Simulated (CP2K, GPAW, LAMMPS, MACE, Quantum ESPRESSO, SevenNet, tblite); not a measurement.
# Which site? S in place of O in amorphous 84SiO2-16PbO (mol %) (122 atoms), by several methods

At which of several sites of amorphous 84SiO2-16PbO (mol %) (122 atoms) does S in place of O cost least, and do cheaper methods find the same site as plane waves?

Results are calculated, not measured.

## 1. The structure

The cell holds 122 atoms (36 Si, 7 Pb and 79 O), with edges of 12.12, 12.12 and 12.12 Å. Recipe: 122 atoms (36 Si, 7 Sr, 79 O) placed at random at 2.61 g/cm³, melted at 5000 K for 10 ps at fixed volume with the Morse and Coulomb pair potential with partial charges (Pedone, Malavasi, Menziani, Cormack and Segre, J. Phys. Chem. B 110, 11780 (2006)). Quenched from 5000 K to 300 K at 100 K/ps and fixed volume, held 10 ps at zero pressure, then minimised at fixed cell. Then Sr was replaced by Pb and the cell scaled by 1.008 (the potential has no terms for the new elements, so the cell is a start for a DFT relaxation). Then the atoms were relaxed with SevenNet 0 in the fixed cell.

## 2. The reference input

Quantum ESPRESSO 7.5: Kohn-Sham DFT, PBE, SSSP efficiency 1.3.0 pseudopotentials, plane waves. Its input, pw.in, for the unchanged cell:

```
&control
  calculation = 'scf'
  pseudo_dir = './pseudo'
  outdir = './tmp'
  disk_io = 'none'
  tprnfor = .true.
  tstress = .true.
/
&system
  ibrav = 0
  nat = 122
  ntyp = 3
  ecutwfc = 60
  ecutrho = 480
  nosym = .true.
  occupations = 'smearing'
  smearing = 'fd'
  degauss = 0.003675
/
&electrons
  conv_thr = 6.1e-07
  electron_maxstep = 100
  mixing_beta = 0.4
  mixing_mode = 'plain'
  diagonalization = 'david'
/
ATOMIC_SPECIES
Si 28.085 Si.upf
Pb 207.200 Pb.upf
O 15.999 O.upf
CELL_PARAMETERS angstrom
12.11635 0.00000 0.00000
0.00000 12.11635 0.00000
0.00000 0.00000 12.11635
ATOMIC_POSITIONS crystal
Si 0.40209 0.37704 0.18936
Si 0.08090 0.75163 0.80289
Si 0.63754 0.21639 0.24481
Si 0.58842 0.85258 0.41023
[... 116 atom lines left out ...]
O 0.02065 0.29764 0.29312
O 0.14552 0.93734 0.18326
K_POINTS gamma
```

```console
$ OMP_NUM_THREADS=1 mpirun -np 4 pw.x -in pw.in > output.txt
```

Wall time 8.5 min (4 MPI ranks of Arm Neoverse V1, shared host); peak memory 6.6 GiB; 34 min of CPU time.

It converged with an r.m.s. force component of 0.050 eV/Å and a pressure of 1.1 GPa.

## 3. The levels

The levels share the cells and solve them as single points, though not every level runs every cell. CPU time is summed over a level's finished runs, on a host shared with the other runs, so it is rough; the force column is the median over cells of the r.m.s. difference of force components from the reference.

| level | basis or training data | k-points | runs finished | CPU time | peak memory (GiB) | force difference (meV/Å) |
| --- | --- | --- | --- | --- | --- | --- |
| QE, PBE | plane waves, SSSP efficiency, 60/480 Ry | Γ | 4 of 4 | 2.5 h | 6.7 | reference |
| CP2K double zeta, PBE | DZVP-MOLOPT-SR, GTH-PBE potentials, 600 Ry | Γ | 3 of 3 | 22 min | 6.3 | 94 |
| GPAW dzp, PBE | dzp orbitals, PAW, h 0.18 Å | Γ | 3 of 3 | 18 min | 3.8 | 322 |
| tblite GFN1-xTB | tight binding with its own dispersion term | Γ | 3 of 3 | 20 s | 0.15 | 428 |
| MACE MPA-0 medium | trained on PBE(+U) plane-wave data | - | 4 of 4 | 41 s | 1.2 | 68 |
| SevenNet 0 | trained on PBE(+U) plane-wave data | - | 4 of 4 | 38 s | 1.1 | 57 |

The reference's own r.m.s. force component runs from 50 to 78 meV/Å over these cells. SevenNet 0 relaxed the atoms, so in the cells that it relaxed its own forces are small, and its entry isn't an independent test there.

## 4. The sites

Each changed cell was relaxed with SevenNet 0 before the single points. Neighbours are the site's nearest atoms before the change.

```csv
site,nearest atoms,their mean distance (Å),atoms within 6 Å,largest move on relaxing (Å),longest force left in the reference (eV/Å)
O122,SiPb2,2.24,62,0.65,0.28
O67,Si2,1.62,57,0.95,0.30
O85,Si2,1.60,63,1.33,0.54
```

## 5. Site energies

All changed cells hold the same atoms, so within one level their energies compare with no chemical potential. Energies in eV, less that of O122, the reference's cheapest site; the last column is the largest deviation from the reference once each row's mean is taken off.

```csv
level,O122,O67,O85,cheapest,largest deviation
"QE, PBE",0.00,1.12,1.49,O122,-
"CP2K double zeta, PBE",0.00,1.07,1.31,O122,0.10
"GPAW dzp, PBE",0.00,0.93,1.10,O122,0.20
tblite GFN1-xTB,0.00,0.63,1.31,O122,0.27
MACE MPA-0 medium,0.00,1.30,1.55,O122,0.09
SevenNet 0,0.00,1.34,1.74,O122,0.16
```

## 6. What came out

In the reference the cheapest site is O122 (SiPb2) and the dearest O85 (Si2), 1.5 eV higher. All 5 other levels pick the same cheapest site, and all give the whole order. MACE MPA-0 medium follows the reference most closely (0.09 eV at worst) and tblite GFN1-xTB least (0.27 eV).

The other programs at PBE deviate by 0.20 eV at most, the learned potentials by 0.09 to 0.16 eV. The reference's gap of 2.72 eV in the unchanged cell becomes 2.66 eV (O122), 2.84 eV (O67) and 2.74 eV (O85).

**Limits.** The geometries are those of SevenNet 0; forces of up to 0.54 eV/Å remain in the reference, so relaxing in DFT would lower the energies, by amounts that can differ from site to site and can change the order. For SevenNet 0 alone these are relaxed energies. Defects interact with their periodic images. Atoms moved by over 1 Å in some relaxations, so part of the differences can come from the host's rearranging. Only 3 of the 79 O sites are compared. Learned potentials don't solve for electrons, so the charge or spin state of a defect can't be set in them. The quench rate of 100 K/ps is many orders above laboratory rates, so the cell is likely richer in defects and strain than a real sample. The reference samples only Γ, in a cell whose shortest periodic width is 12 Å. Spin–orbit coupling is left out, which matters for the levels of the heavy elements. The reference isn't exact: its cutoffs and mesh weren't converged further here. Where levels are smeared, the DFT runs use Fermi–Dirac occupations at 580 K (0.05 eV), and energies are free energies.

[Logs are printed without paths, hosts, clocks, repeated set-up lines and the standing remarks that a program may print on its own settings, such as how far it seeks lower states.]

[Hosts, paths, dates, database ids (printed as entryN), source tags and the programs' standing remarks are cut or masked in the printed files.]
